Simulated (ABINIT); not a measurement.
**A GW chain in ABINIT: MgO (Fm-3m)**

Wanted: ground state, empty states, screening and self-energy for MgO (Fm-3m).

Method: PBE and many-body steps on it, plane waves, in ABINIT 10.8.3.

**What was measured.**

- Gap 7.83 eV: literature experimental gap; bulk crystal (quoted in “Electronic structure of alkaline earth and post-transition metal oxides”, 2009, arxiv:0908.1581).

- Gap 7.83 eV: direct gap at Gamma, low temperature; bulk crystal (literature value) (quoted in “The Band-Gap Studies of Short-Period CdO/MgO Superlattices”, 2021, pmc:8035356).

Report form: the programs' logs are mostly left out.

## 1. Set-up

It takes space group Fm-3m (No. 225, cubic). The conventional cell has a = 4.194 Å, b = 4.194 Å, c = 4.194 Å, α = 90.00°, β = 90.00°, γ = 90.00°. Mg has 6 O at 2.10 Å nearest. Nearest to O lie 6 Mg at 2.10 Å. Farther neighbours and most contacts between anions are not listed.

The cell and positions are those that the Materials Project relaxed with its own functionals (PBE, PBE+U or r2SCAN), kept fixed.

## 2. Ground state

This step: ABINIT 10.8.3; DFT, PBE, plane waves, norm-conserving pseudopotentials.

The ground-state density comes first.

File run.abi:

```
acell 3*1.0 Angstrom
rprim 
  -0.000000000000 2.097001392700 2.097001392700
  2.097001392700 -0.000000000000 2.097001392700
  2.097001392700 2.097001392700 -0.000000000000
ntypat 2
znucl 12 8
natom 2
typat 1 2
xred 
  0.000000000000 0.000000000000 0.000000000000
  0.500000000000 0.500000000000 0.500000000000
pp_dirpath "pseudos"
pseudos "Mg.upf, O.upf"
ecut 38
ngkpt 8 8 8
nshiftk 1
shiftk 0 0 0
kptopt 1
chksymbreak 0
nband 13
occopt 1
tolvrs 1e-10
nstep 60
prtwf 0
optforces 0
optstress 0
indata_prefix "in"
outdata_prefix "out"
tmpdata_prefix "tmp"
```

On the command line:

```
$ OMP_NUM_THREADS=1 mpirun -n 8 abinit run.abi > log
```

It took 4.7 s on 8 MPI ranks of Arm Neoverse N1, shared host; peak memory 0.47 GiB; 37 s of CPU time.

Numbers from this step:

```yaml
total_energy: -2069.4380 eV
gap: 4.895 eV
k_of_the_valence_top: 0, 0, 0
k_of_the_conduction_bottom: 0, 0, 0
least_direct_gap: 4.895 eV
```

The gap is direct, at Γ.

## 3. Bands along the symmetry lines

Levels along a band path, at the cheap level, show where the edges lie and whether the meshes to come will hold them.

File run.abi:

```
acell 3*1.0 Angstrom
rprim 
  -0.000000000000 2.097001392700 2.097001392700
  2.097001392700 -0.000000000000 2.097001392700
  2.097001392700 2.097001392700 -0.000000000000
ntypat 2
znucl 12 8
natom 2
typat 1 2
xred 
  0.000000000000 0.000000000000 0.000000000000
  0.500000000000 0.500000000000 0.500000000000
pp_dirpath "pseudos"
pseudos "Mg.upf, O.upf"
ecut 38
iscf -2
irdden 1
kptopt 0
nkpt 50
kpt 
  0.00000000 0.00000000 0.00000000
  0.06250000 0.00000000 0.06250000
  0.12500000 0.00000000 0.12500000
  0.18750000 0.00000000 0.18750000
  0.25000000 0.00000000 0.25000000
  0.31250000 0.00000000 0.31250000
  0.37500000 0.00000000 0.37500000
  0.43750000 0.00000000 0.43750000
  0.50000000 0.00000000 0.50000000
  0.51562500 0.03125000 0.51562500
  0.53125000 0.06250000 0.53125000
  0.54687500 0.09375000 0.54687500
  0.56250000 0.12500000 0.56250000
  0.57812500 0.15625000 0.57812500
  0.59375000 0.18750000 0.59375000
  0.60937500 0.21875000 0.60937500
  0.62500000 0.25000000 0.62500000
  0.37500000 0.37500000 0.75000000
  0.32812500 0.32812500 0.65625000
  0.28125000 0.28125000 0.56250000
  0.23437500 0.23437500 0.46875000
  0.18750000 0.18750000 0.37500000
  0.14062500 0.14062500 0.28125000
  0.09375000 0.09375000 0.18750000
  0.04687500 0.04687500 0.09375000
  0.00000000 0.00000000 0.00000000
  0.06250000 0.06250000 0.06250000
  0.12500000 0.12500000 0.12500000
  0.18750000 0.18750000 0.18750000
  0.25000000 0.25000000 0.25000000
  0.31250000 0.31250000 0.31250000
  0.37500000 0.37500000 0.37500000
  0.43750000 0.43750000 0.43750000
  0.50000000 0.50000000 0.50000000
  0.50000000 0.46875000 0.53125000
  0.50000000 0.43750000 0.56250000
  0.50000000 0.40625000 0.59375000
  0.50000000 0.37500000 0.62500000
  0.50000000 0.34375000 0.65625000
  0.50000000 0.31250000 0.68750000
  0.50000000 0.28125000 0.71875000
  0.50000000 0.25000000 0.75000000
  0.50000000 0.21875000 0.71875000
  0.50000000 0.18750000 0.68750000
  0.50000000 0.15625000 0.65625000
  0.50000000 0.12500000 0.62500000
  0.50000000 0.09375000 0.59375000
  0.50000000 0.06250000 0.56250000
  0.50000000 0.03125000 0.53125000
  0.50000000 0.00000000 0.50000000
istwfk *1
nband 15
nbdbuf 2
tolwfr 1e-08
nstep 40
prtwf 0
prtvol 0
indata_prefix "in"
outdata_prefix "out"
tmpdata_prefix "tmp"
```

The job ended after 4.5 s (8 MPI ranks; peak memory 0.45 GiB).

This step gave:

```
gap                        : 4.895 eV
k of the valence top       : 0, 0, 0
k of the conduction bottom : 0, 0, 0
least direct gap           : 4.895 eV
```

The gap is 4.895 eV, as in the run before at this level.

The electronic bands at the labelled points (eV, zero at the top of the highest filled band; v1 is the highest filled band, c1 the lowest empty one):

```
    point      v4     v3     v2     v1     c1     c2     c3     c4
        Γ  -17.25   0.00   0.00   0.00   4.89  16.04  16.04  16.04
  halfway  -16.47  -2.63  -0.74  -0.74   8.23  11.31  15.69  17.68
        X  -15.67  -4.09  -1.35  -1.35   9.24  10.15  13.23  19.19
  halfway  -15.66  -3.94  -1.80  -1.30   9.63  10.67  13.07  18.82
        U  -15.65  -3.50  -2.72  -1.15  10.22  11.95  12.66  18.34
jump to K  -15.65  -3.50  -2.72  -1.15  10.22  11.95  12.66  18.34
  halfway  -16.39  -2.94  -1.18  -0.39   8.32  12.13  15.56  18.15
        Γ  -17.25   0.00   0.00   0.00   4.89  16.04  16.04  16.04
  halfway  -16.63  -2.66  -0.34  -0.34   7.24  12.72  16.87  16.87
        L  -15.90  -4.64  -0.65  -0.65   8.02  12.76  16.49  16.49
  halfway  -15.76  -4.02  -1.94  -0.99   9.80  12.34  13.67  17.10
        W  -15.61  -2.96  -2.96  -1.78  11.77  11.77  12.35  15.74
  halfway  -15.64  -3.79  -1.90  -1.57  10.13  11.04  12.89  17.56
        X  -15.67  -4.09  -1.35  -1.35   9.24  10.15  13.23  19.19
```

## 4. Empty states on the mesh, 6×6×6 mesh, 100 bands

The sums over transitions need many empty states on a uniform mesh; this step solves for them.

File run.abi:

```
acell 3*1.0 Angstrom
rprim 
  -0.000000000000 2.097001392700 2.097001392700
  2.097001392700 -0.000000000000 2.097001392700
  2.097001392700 2.097001392700 -0.000000000000
ntypat 2
znucl 12 8
natom 2
typat 1 2
xred 
  0.000000000000 0.000000000000 0.000000000000
  0.500000000000 0.500000000000 0.500000000000
pp_dirpath "pseudos"
pseudos "Mg.upf, O.upf"
ecut 38
ngkpt 6 6 6
nshiftk 1
shiftk 0 0 0
kptopt 1
chksymbreak 0
irdden 1
istwfk *1
nband 100
prtvol 0
optdriver 6
gwr_task "HDIAGO"
paral_kgb 0
occopt 1
indata_prefix "in"
outdata_prefix "out"
tmpdata_prefix "tmp"
```

The job ended after 15 s (8 MPI ranks; peak memory 1.3 GiB).

This step gave:

```yaml
gap: 4.895 eV
k_of_the_valence_top: 0, 0, 0
k_of_the_conduction_bottom: 0, 0, 0
least_direct_gap: 4.895 eV
k_points_computed: 16
lowest_point_of_the_top_converged_band_above_the_valence_top: 144.9583 eV
```

On this mesh the gap is 4.895 eV.

## 5. Screening, 6×6×6 mesh, 92 bands, screening to 217.7 eV

The RPA dielectric matrix is built and inverted for each q.

This step: RPA screening on PBE, plane waves, norm-conserving pseudopotentials.

Changes to run.abi since step 4:

```diff
@@ -20,10 +20,11 @@
 chksymbreak 0
-irdden 1
 istwfk *1
-nband 100
-prtvol 0
-optdriver 6
-gwr_task "HDIAGO"
-paral_kgb 0
 occopt 1
+irdwfk 1
+optdriver 3
+nband 92
+ecuteps 8
+inclvkb 2
+awtr 1
+symchi 1
 indata_prefix "in"
```

It took 69 s on 8 MPI ranks; peak memory 1.2 GiB; 9.2 min of CPU time.

Numbers from this step:

```yaml
eps_infinity_with_local_fields_on_this_mesh_along_the_program_s_q_direction: 3.018
the_same_without_local_fields: 3.236
plasma_frequency: 34.59 eV
plane_waves_in_the_screening_matrix: 137
```

Local fields lower ε∞ by 7 %.

## 6. Self-energy, 6×6×6 mesh, 92 bands, screening to 217.7 eV

The self-energy is evaluated for the states that the input lists, and the levels follow from it, in one-shot runs by the linearised quasiparticle equation.

This step: G0W0 on PBE, plane waves, norm-conserving pseudopotentials.

Changes to run.abi since step 5:

```diff
@@ -23,8 +23,15 @@
 irdwfk 1
-optdriver 3
+optdriver 4
 nband 92
+gwcalctyp 0
+ecutsigx 38
+symsigma 1
+nkptgw 1
+kptgw 
+  0.0000000000 0.0000000000 0.0000000000
+bdgw 
+  6 12
 ecuteps 8
-inclvkb 2
-awtr 1
-symchi 1
+irdscr 1
+ppmodel 1
 indata_prefix "in"
```

Wall time 5.2 s (8 MPI ranks); peak memory 0.84 GiB.

Numbers from this step:

```yaml
g0w0_gap_on_the_points_computed: 7.194 eV
starting_gap_on_the_mesh: 4.895 eV
k_of_the_valence_top: 0, 0, 0
k_of_the_conduction_bottom: 0, 0, 0
z_at_the_valence_top: 0.808
z_at_the_conduction_bottom: 0.856
least_direct_g0w0_gap_on_the_computed_points: 7.194 eV
```

The gap on the mesh goes from 4.89 eV to 7.19 eV, a correction of +2.30 eV.

Limits: finite bands, cutoff and mesh. v1 is the top filled band, c1 the lowest empty one. The levels before and after the correction (eV, zero at the valence-band top of each column):

```
           conduction bottom  valence top
Kohn-Sham               4.89         0.00
     G0W0               7.19         0.00
```

```
             level  energy (eV)
Kohn-Sham  Γ v3-v1        0.000
Kohn-Sham     Γ c1        4.895
Kohn-Sham  Γ c2-c4       16.036
     G0W0  Γ v3-v1        0.000
     G0W0     Γ c1        7.194
     G0W0  Γ c2-c4       18.503
```

## 7. Where the time went

Times are wall times on 8 MPI ranks of Arm Neoverse N1, shared host, good to a factor of about two.

```
                          step   time  share  memory (GiB)
                  ground state  4.7 s    5 %          0.47
bands along the symmetry lines  4.5 s    5 %          0.45
      empty states on the mesh   15 s   16 %           1.3
                     screening   69 s   70 %           1.2
                   self-energy  5.2 s    5 %          0.84
```

## 8. Results

```yaml
pbe_gap: 4.89 eV, direct
g0w0_gap_on_the_mesh: 7.19 eV
gw_settings: 6×6×6 mesh, 92 bands, screening to 217.7 eV, Godby-Needs plasmon pole
known_limits: not at the basis limit
```

What this shows: G0W0 moves the gap on the mesh from 4.89 eV to 7.19 eV (+2.30 eV), with Z of 0.81 and 0.86 at the edges. Local fields lower the RPA ε∞ on this mesh from 3.24 to 3.02. Only 1 of the mesh's irreducible points was corrected, so a valley elsewhere could overtake. The dearest step here is «screening». Against experiment, by G0W0@PBE: the gap of 7.19 eV lies −0.64 eV from the measured 7.83 eV (kind not stated, quoted 2009); the direct gap of 7.19 eV lies −0.64 eV from the measured 7.83 eV (direct, quoted 2021). An exciton line or allowed optical edge lies below the quasiparticle gap by the binding energy; a forbidden edge can push the onset above it. The calculation has static nuclei and no excitons; a measured gap holds zero-point and thermal motion, which mostly lowers it. Against the values above the computed gap that would widen the miss. A likelier cause is too strong a screening: the start's gap is only 4.89 eV, and one shot does not repair that. Bands and cutoff are finite, so the gap is not at the basis limit. The miss can reach some tenths of an eV and take either sign; the mesh is an error of its own. In the G0W0 run levels were corrected at 1 k point alone, so a gap called «on the mesh» is the least over those, and an edge elsewhere would be missed.

[Paths, hosts, dates, memory and timing lines, banners, echoed tables and standing remarks are left out of the program output.]

[Logs are printed without paths, hosts, clocks, repeated set-up lines and the standing remarks that a program may print on its own settings, such as how far it seeks lower states.]

[Runs of the session that timed out or met a known fault of the program may be left out.]

[No measured gap is set beside runs whose start may be inverted or whose files or cutoffs have a known fault.]

[Hosts, paths, dates, database ids (printed as entryN), source tags and the programs' standing remarks are cut or masked in the printed files.]

[G0W0 gaps are taken among the corrected bands and points alone; a level outside them can change the order at an edge.]

[Where Ansatz stands beside ABINIT at settings called matched, ABINIT's density can come from a denser mesh and the files from another edition; pairs whose starting gaps differed by over 0.03 eV were left out, so agreement reads better than it is.]
